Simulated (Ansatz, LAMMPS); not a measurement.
# Which site? Cd in place of Zn in amorphous Zn22Hg13S35 (70 atoms), part 3 of 4

At which site of amorphous Zn22Hg13S35 (70 atoms) does Cd in place of Zn cost least, and what about the site decides it?

Ansatz 0.2.0; Kohn-Sham DFT, PBE, PAW (set soft_2, large core), plane waves.

The cell: 22 Zn, 13 Hg and 35 S. The quench rate of 100 K/ps is many orders above laboratory rates. The network of bonds at the start is that of the classical potential that made the cell. The Brillouin zone is sampled at Γ only, in a cell whose shortest periodic width is 12 Å. No spin–orbit coupling is included.

So far. Step 2 (Single point at the start): The r.m.s. force at the start is 0.49 eV/Å. Step 3 (Relaxation): The relaxation converged after 60 steps, 15.4 eV below its start, with a largest force component of 0.040 eV/Å.

## 5. Cd on a site of Zn, site Zn20

The site has 3 bonded neighbours (S3) at 2.35 Å on average, by cutoffs that count no bonds between two metal atoms or like ions. The change is made in the relaxed cell and the atoms are relaxed again.

Contents of input.yaml:

```yaml
crystal:
  lattice:
    - [11.5811, 0.0, 0.0]
    - [0.0, 11.5811, 0.0]
    - [0.0, 0.0, 11.5811]
  atoms:
    [... atom lines 1 to 16 left out ...]
    - { symbol: Zn, position: [0.92347, 0.71398, 0.78384] }
    - { symbol: Zn, position: [0.03437, 0.31851, 0.34587] }
    - { symbol: Zn, position: [0.94231, 0.19119, 0.55815] }
    - { symbol: Cd, position: [0.80899, 0.83405, 0.4166] }
    - { symbol: Zn, position: [0.67991, 0.196, 0.42958] }
    - { symbol: Zn, position: [0.77421, 0.50857, 0.26204] }
    - { symbol: Hg, position: [0.97935, 0.86609, 0.5594] }
    [... atom lines 24 to 70 left out ...]
kpoints:
  mp_grid: { grid: [1, 1, 1] }
hamiltonian:
  xc: pbe
  pseudopotentials: { kind: paw, core: large }
scf:
  occupations: { method: fermi_dirac, width: 0.05 }
output:
  forces: true
  eigenvalues: true
relax:
  f_tol: 0.05
  max_steps: 90
```

On the command line:

```bash
$ ansatz run input.yaml --threads 4 --pin off --max-ram 8192MiB --backend cpu --events-out ev --progress --plain --runs-dir out
```

Numbers of over 12 decimals in the logs are rounded to 6 here.

What it wrote:

```text
[...]
Crystal: 70 atoms, lattice volume = 1553.279 Å³
Basis set: ecut = 420 eV, 30551 PW (Γ), exchange–correlation on 160×160×160 points (8 copies of the dense FFT grid, shifted against one another)
Bands: 389, of which v1, the nominal top of the filled ones, is band 319 counted from 1 (318 counted from 0)
Symmetry: 1 space group operations
[...]
k-points: 1
[...]
SCF iter   1: F=—  HF=-252679.243206 eV  |F-HF|=—  |Δ(HF+E_count)|=         —  Δρ=4.09e-2  dr2=5.08e1  ethr=3.10e-3  ⟨swp⟩=7.0  Hψ=1640  notcnv=0  defer=18
[...]
SCF iter   9: F=—  HF=-252666.609656 eV  |F-HF|=—  |Δ(HF+E_count)|=   1.78e-4  Δρ=3.88e-5  dr2=4.50e-5  ethr=6.19e-8  ⟨swp⟩=2.0  Hψ=652  notcnv=0  defer=56
SCF iter  10: F=-252666.609719 eV  HF=-252666.609710 eV  |F-HF|=8.84e-6  |Δ(HF+E_count)|=   5.39e-5  Δρ=1.87e-5  dr2=7.82e-6  ethr=7.06e-9  ⟨swp⟩=11.0  Hψ=1868  notcnv=0
SCF 1 converged in 10 iterations: F = -252666.609719 eV  dr2 = 7.82e-6
[...]
relax step   1: F+E_penalty+E_count = -252666.60971861 eV  Δ(F+E_penalty+E_count) = +0.000e0 eV  max|allowed force component| = 1.953e0 eV/Å  Δτ_max = 0.0000 Å  (10 SCF iters, dr2 threshold 6.25e-5 eV, accepted)
[...]
relax step   2: F+E_penalty+E_count = -252667.05536856 eV  Δ(F+E_penalty+E_count) = -4.456e-1 eV  max|allowed force component| = 5.222e-1 eV/Å  Δτ_max = 0.1975 Å  (6 SCF iters, dr2 threshold 1.00e-4 eV, accepted)
[...]
relax step   3: F+E_penalty+E_count = -252667.12316742 eV  Δ(F+E_penalty+E_count) = -6.780e-2 eV  max|allowed force component| = 1.567e-1 eV/Å  Δτ_max = 0.0587 Å  (6 SCF iters, dr2 threshold 1.70e-5 eV, accepted)
relax step   4: F+E_penalty+E_count = -252667.13889766 eV  Δ(F+E_penalty+E_count) = -1.573e-2 eV  max|allowed force component| = 9.760e-2 eV/Å  Δτ_max = 0.2000 Å  (10 SCF iters, accepted)
relax step   5: F+E_penalty+E_count = -252667.15747860 eV  Δ(F+E_penalty+E_count) = -1.858e-2 eV  max|allowed force component| = 7.523e-2 eV/Å  Δτ_max = 0.0424 Å  (8 SCF iters, accepted)
relax step   6: F+E_penalty+E_count = -252667.16046678 eV  Δ(F+E_penalty+E_count) = -2.988e-3 eV  max|allowed force component| = 2.324e-1 eV/Å  Δτ_max = 0.1104 Å  (9 SCF iters, accepted)
relax step   7: F+E_penalty+E_count = -252667.16955598 eV  Δ(F+E_penalty+E_count) = -9.089e-3 eV  max|allowed force component| = 5.495e-2 eV/Å  Δτ_max = 0.0394 Å  (5 SCF iters, dr2 threshold 3.21e-5 eV, accepted)
relax step   8: F+E_penalty+E_count = -252667.16854691 eV  Δ(F+E_penalty+E_count) = +1.009e-3 eV  max|allowed force component| = 6.545e-2 eV/Å  Δτ_max = 0.0621 Å  (8 SCF iters, rejected (line search))
[...]
relax step   9: F+E_penalty+E_count = -252667.17169333 eV  Δ(F+E_penalty+E_count) = -2.137e-3 eV  max|allowed force component| = 1.302e-2 eV/Å  Δτ_max = 0.0303 Å  (8 SCF iters, accepted)
SCF converged after 8 iterations
Free energy (F): -252667.171693 eV
[...]
Internal energy: -252667.171543 eV  (E = F + TS)
E sigma→0 (E₀):  -252667.171618 eV
Entropy (-TS):   -0.000150 eV (-0.002 meV/atom)
Fermi energy:    6.946724 eV
[...]
Σ components = -252667.171693   (vs F -252667.171693, Δ=0.00e0)
--- Forces (eV/Å), atoms counted from 1 ---
  atom   1  Zn     0.00305115     0.00069212    -0.00101122
  atom   2  Zn    -0.00119409     0.00554811    -0.00005127
  atom   3  Zn    -0.00385069     0.00139771    -0.00172358
  atom   4  Zn    -0.00089343    -0.00223026     0.00033709
[...]
atom  70  S     -0.00000364     0.00537156    -0.00069779
  max |Σ_I F_I| component: 3.39e-5 eV/Å
--- Band table (eV) ---
[...]
--- Relaxed structure (9 steps of the walk, 8 accepted, 0 SCFs on fresh bases) ---
  F+E_penalty+E_count = -252667.17169333 eV   max|allowed force component| = 1.302e-2 eV/Å
  atoms:
    - { symbol: Zn, position: [0.693387, 0.531271, 0.965859] }
    - { symbol: Zn, position: [0.313776, 0.830179, 0.442516] }
    - { symbol: Zn, position: [0.190075, 0.128617, 0.583553] }
    - { symbol: Zn, position: [0.576401, 0.725414, 0.694350] }
[...]
- { symbol: S, position: [0.635182, 0.581553, 0.145869] }
```

The job ended after 2.4 min (4 threads of Arm Neoverse V2, shared host; peak memory 2.1 GiB).

The relaxation converged after 9 steps, 0.562 eV below its start, with a largest force component of 0.013 eV/Å.

The surroundings of the Cd atom, after relaxation, nearest first, numbered as they follow in the input and with coordinates relative to it.

```
atom      x      y      z  distance (Å)  bonds
Cd20   0.00   0.00   0.00          0.00      3
 S39  -0.68  -2.41  -0.36          2.53      4
 S59  -1.67   1.92   0.09          2.54      4
 S53   1.63   0.03  -2.03          2.60      4
Hg23   2.39   0.09   1.41          2.78      0
 S69  -0.55  -0.25   2.93          2.99      3
Zn16  -2.99  -2.44  -0.26          3.87      4
Hg27  -3.05   1.42  -1.99          3.91      4
Zn11   2.88  -1.92  -1.94          3.97      4
 Zn5   2.85   2.06  -1.85          3.97      4
```

The column of bonds counts only the pairs S-S within 2.37 Å, S-Zn within 2.93 Å, S-Hg within 2.77 Å, S-Cd within 2.91 Å; other neighbours, such as metal atoms beside each other in a compound, aren't counted, and periodic images can show an atom twice.

The largest move is 0.48 Å, by Hg23.

## 6. Cd on a site of Zn, site Zn5

The site has 4 bonded neighbours (S4) at 2.40 Å on average. 

input.yaml, the sections that differ from step 5:

```yaml
crystal:
  lattice:
    - [11.5811, 0.0, 0.0]
    - [0.0, 11.5811, 0.0]
    - [0.0, 0.0, 11.5811]
  atoms:
    [... atom lines 1 to 1 left out ...]
    - { symbol: Zn, position: [0.30905, 0.82961, 0.44243] }
    - { symbol: Zn, position: [0.19158, 0.12754, 0.58269] }
    - { symbol: Zn, position: [0.57813, 0.72401, 0.69446] }
    - { symbol: Cd, position: [0.05159, 0.01631, 0.2859] }
    - { symbol: Zn, position: [0.02487, 0.01852, 0.88966] }
    - { symbol: Zn, position: [0.52209, 0.42227, 0.19751] }
    - { symbol: Zn, position: [0.03209, 0.52567, 0.05015] }
    [... atom lines 9 to 70 left out ...]
# kpoints, hamiltonian, scf, output, relax: as in step 5
```

What it wrote:

```text
[...]
Crystal: 70 atoms, lattice volume = 1553.279 Å³
Basis set: ecut = 420 eV, 30551 PW (Γ), exchange–correlation on 160×160×160 points (8 copies of the dense FFT grid, shifted against one another)
Bands: 389, of which v1, the nominal top of the filled ones, is band 319 counted from 1 (318 counted from 0)
Symmetry: 1 space group operations
[...]
k-points: 1
[...]
SCF iter   1: F=—  HF=-252679.205104 eV  |F-HF|=—  |Δ(HF+E_count)|=         —  Δρ=4.08e-2  dr2=4.98e1  ethr=3.10e-3  ⟨swp⟩=6.0  Hψ=1632  notcnv=0  defer=20
[...]
SCF iter   9: F=—  HF=-252666.704764 eV  |F-HF|=—  |Δ(HF+E_count)|=   1.46e-4  Δρ=3.89e-5  dr2=4.25e-5  ethr=6.20e-8  ⟨swp⟩=2.0  Hψ=652  notcnv=0  defer=56
SCF iter  10: F=-252666.704824 eV  HF=-252666.704815 eV  |F-HF|=8.88e-6  |Δ(HF+E_count)|=   5.14e-5  Δρ=1.90e-5  dr2=7.87e-6  ethr=6.67e-9  ⟨swp⟩=12.0  Hψ=1828  notcnv=0
SCF 1 converged in 10 iterations: F = -252666.704824 eV  dr2 = 7.87e-6
[...]
relax step   1: F+E_penalty+E_count = -252666.70482397 eV  Δ(F+E_penalty+E_count) = +0.000e0 eV  max|allowed force component| = 1.427e0 eV/Å  Δτ_max = 0.0000 Å  (10 SCF iters, dr2 threshold 6.25e-5 eV, accepted)
[...]
relax step   2: F+E_penalty+E_count = -252667.15504871 eV  Δ(F+E_penalty+E_count) = -4.502e-1 eV  max|allowed force component| = 2.500e-1 eV/Å  Δτ_max = 0.1445 Å  (6 SCF iters, dr2 threshold 1.00e-4 eV, accepted)
[...]
relax step   3: F+E_penalty+E_count = -252667.19002731 eV  Δ(F+E_penalty+E_count) = -3.498e-2 eV  max|allowed force component| = 9.071e-2 eV/Å  Δτ_max = 0.0648 Å  (6 SCF iters, dr2 threshold 3.91e-6 eV, accepted)
relax step   4: F+E_penalty+E_count = -252667.19887637 eV  Δ(F+E_penalty+E_count) = -8.849e-3 eV  max|allowed force component| = 7.322e-2 eV/Å  Δτ_max = 0.0242 Å  (8 SCF iters, accepted)
relax step   5: F+E_penalty+E_count = -252667.16823970 eV  Δ(F+E_penalty+E_count) = +3.064e-2 eV  max|allowed force component| = 1.857e-1 eV/Å  Δτ_max = 0.2000 Å  (10 SCF iters, rejected (line search))
relax step   6: F+E_penalty+E_count = -252667.21019471 eV  Δ(F+E_penalty+E_count) = -1.132e-2 eV  max|allowed force component| = 3.860e-2 eV/Å  Δτ_max = 0.0971 Å  (10 SCF iters, accepted)
[...]
relax step   7: F+E_penalty+E_count = -252667.21266741 eV  Δ(F+E_penalty+E_count) = -2.473e-3 eV  max|allowed force component| = 4.489e-2 eV/Å  Δτ_max = 0.0643 Å  (8 SCF iters, accepted)
SCF converged after 8 iterations
Free energy (F): -252667.212667 eV
[...]
Internal energy: -252667.212565 eV  (E = F + TS)
E sigma→0 (E₀):  -252667.212616 eV
Entropy (-TS):   -0.000102 eV (-0.001 meV/atom)
Fermi energy:    6.907830 eV
[...]
Σ components = -252667.212667   (vs F -252667.212667, Δ=0.00e0)
--- Forces (eV/Å), atoms counted from 1 ---
  atom   1  Zn     0.00428637     0.01855684     0.00407701
  atom   2  Zn    -0.00347134     0.00297569    -0.00411394
  atom   3  Zn    -0.00238436    -0.01746167     0.00288229
  atom   4  Zn     0.00260598    -0.00557246    -0.00441065
[...]
atom  70  S      0.00087604     0.00202112    -0.01905290
  max |Σ_I F_I| component: 9.55e-6 eV/Å
--- Band table (eV) ---
[...]
--- Relaxed structure (7 steps of the walk, 6 accepted, 0 SCFs on fresh bases) ---
  F+E_penalty+E_count = -252667.21266741 eV   max|allowed force component| = 4.489e-2 eV/Å
  atoms:
    - { symbol: Zn, position: [0.690459, 0.527200, 0.965897] }
    - { symbol: Zn, position: [0.312233, 0.826784, 0.445168] }
    - { symbol: Zn, position: [0.198008, 0.132178, 0.586262] }
    - { symbol: Zn, position: [0.576108, 0.723990, 0.695104] }
[...]
- { symbol: S, position: [0.633316, 0.580622, 0.146386] }
```

Wall time 1.8 min (4 threads); peak memory 2.1 GiB.

The relaxation converged after 7 steps, 0.508 eV below its start, with a largest force component of 0.045 eV/Å.

## 7. Cd on a site of Zn, site Zn22

The site has 4 bonded neighbours (S4) at 2.38 Å on average. 

Input and log are left out; they have the form of those shown for this kind of step.

Wall time 59 s (4 threads of Arm Neoverse V2, shared host); peak memory 2.1 GiB; 3.8 min of CPU time.

The relaxation converged after 4 steps, 0.567 eV below its start, with a largest force component of 0.048 eV/Å.

## 8. Cd on a site of Zn, site Zn14

The site has 4 bonded neighbours (S4) at 2.38 Å on average. 

input.yaml, the sections that differ from step 6:

```yaml
crystal:
  lattice:
    - [11.5811, 0.0, 0.0]
    - [0.0, 11.5811, 0.0]
    - [0.0, 0.0, 11.5811]
  atoms:
    [... atom lines 1 to 10 left out ...]
    - { symbol: Zn, position: [0.05504, 0.67524, 0.28285] }
    - { symbol: Zn, position: [0.13806, 0.53931, 0.56616] }
    - { symbol: Zn, position: [0.51984, 0.0194, 0.58075] }
    - { symbol: Cd, position: [0.49046, 0.24032, 0.00904] }
    - { symbol: Zn, position: [0.09908, 0.39127, 0.76112] }
    - { symbol: Zn, position: [0.54907, 0.63228, 0.4209] }
    - { symbol: Zn, position: [0.92347, 0.71398, 0.78384] }
    [... atom lines 18 to 70 left out ...]
# kpoints, hamiltonian, scf, output, relax: as in step 6
```

What it wrote:

```text
[...]
Crystal: 70 atoms, lattice volume = 1553.279 Å³
Basis set: ecut = 420 eV, 30551 PW (Γ), exchange–correlation on 160×160×160 points (8 copies of the dense FFT grid, shifted against one another)
Bands: 389, of which v1, the nominal top of the filled ones, is band 319 counted from 1 (318 counted from 0)
Symmetry: 1 space group operations
[...]
k-points: 1
[...]
SCF iter   1: F=—  HF=-252678.067930 eV  |F-HF|=—  |Δ(HF+E_count)|=         —  Δρ=4.07e-2  dr2=4.46e1  ethr=3.10e-3  ⟨swp⟩=6.0  Hψ=1639  notcnv=0  defer=19
[...]
SCF iter   9: F=—  HF=-252666.434098 eV  |F-HF|=—  |Δ(HF+E_count)|=   1.82e-4  Δρ=3.80e-5  dr2=4.37e-5  ethr=5.81e-8  ⟨swp⟩=2.0  Hψ=652  notcnv=0  defer=57
SCF iter  10: F=-252666.434160 eV  HF=-252666.434152 eV  |F-HF|=8.84e-6  |Δ(HF+E_count)|=   5.31e-5  Δρ=1.85e-5  dr2=7.70e-6  ethr=6.84e-9  ⟨swp⟩=12.0  Hψ=1876  notcnv=0
SCF 1 converged in 10 iterations: F = -252666.434160 eV  dr2 = 7.70e-6
[...]
relax step   1: F+E_penalty+E_count = -252666.43416040 eV  Δ(F+E_penalty+E_count) = +0.000e0 eV  max|allowed force component| = 1.870e0 eV/Å  Δτ_max = 0.0000 Å  (10 SCF iters, dr2 threshold 6.25e-5 eV, accepted)
[...]
relax step   2: F+E_penalty+E_count = -252666.95217634 eV  Δ(F+E_penalty+E_count) = -5.180e-1 eV  max|allowed force component| = 3.064e-1 eV/Å  Δτ_max = 0.1556 Å  (6 SCF iters, dr2 threshold 1.00e-4 eV, accepted)
[...]
relax step   3: F+E_penalty+E_count = -252667.00211829 eV  Δ(F+E_penalty+E_count) = -4.994e-2 eV  max|allowed force component| = 1.043e-1 eV/Å  Δτ_max = 0.0785 Å  (6 SCF iters, dr2 threshold 5.87e-6 eV, accepted)
relax step   4: F+E_penalty+E_count = -252667.01677116 eV  Δ(F+E_penalty+E_count) = -1.465e-2 eV  max|allowed force component| = 8.142e-2 eV/Å  Δτ_max = 0.0544 Å  (8 SCF iters, accepted)
[...]
relax step   5: F+E_penalty+E_count = -252667.02332204 eV  Δ(F+E_penalty+E_count) = -6.551e-3 eV  max|allowed force component| = 4.774e-2 eV/Å  Δτ_max = 0.0469 Å  (8 SCF iters, accepted)
SCF converged after 8 iterations
Free energy (F): -252667.023322 eV
[...]
Internal energy: -252667.023128 eV  (E = F + TS)
E sigma→0 (E₀):  -252667.023225 eV
Entropy (-TS):   -0.000194 eV (-0.003 meV/atom)
Fermi energy:    6.943377 eV
[...]
Σ components = -252667.023322   (vs F -252667.023322, Δ=0.00e0)
--- Forces (eV/Å), atoms counted from 1 ---
  atom   1  Zn     0.04230341    -0.00816043     0.01305825
  atom   2  Zn     0.00281822     0.00561806    -0.00195996
  atom   3  Zn    -0.00943818     0.00046915     0.01340039
  atom   4  Zn    -0.00705916     0.00169931    -0.00402006
[...]
atom  70  S     -0.00208568    -0.00218447     0.01351022
  max |Σ_I F_I| component: 2.06e-5 eV/Å
--- Band table (eV) ---
[...]
--- Relaxed structure (5 steps of the walk, 5 accepted, 0 SCFs on fresh bases) ---
  F+E_penalty+E_count = -252667.02332204 eV   max|allowed force component| = 4.774e-2 eV/Å
  atoms:
    - { symbol: Zn, position: [0.695291, 0.535915, 0.964601] }
    - { symbol: Zn, position: [0.308650, 0.827221, 0.443583] }
    - { symbol: Zn, position: [0.187911, 0.126655, 0.582602] }
    - { symbol: Zn, position: [0.579474, 0.724536, 0.693505] }
[...]
- { symbol: S, position: [0.635395, 0.584432, 0.145430] }
```

It took 77 s on 4 threads; peak memory 2.1 GiB.

The relaxation converged after 5 steps, 0.589 eV below its start, with a largest force component of 0.048 eV/Å.

## 9. Cd on a site of Zn, site Zn4

The site has 4 bonded neighbours (S4) at 2.36 Å on average. 

Input and log are left out; they have the form of those shown for this kind of step.

Wall time 91 s (4 threads of Arm Neoverse V2, shared host); peak memory 2.1 GiB; 5.8 min of CPU time.

The relaxation converged after 6 steps, 0.612 eV below its start, with a largest force component of 0.032 eV/Å.

(Continued in part 4 of 4.)

[Logs are printed without paths, hosts, clocks, repeated set-up lines and the standing remarks that a program may print on its own settings, such as how far it seeks lower states.]

[Hosts, paths, dates, database ids (printed as entryN), source tags and the programs' standing remarks are cut or masked in the printed files.]
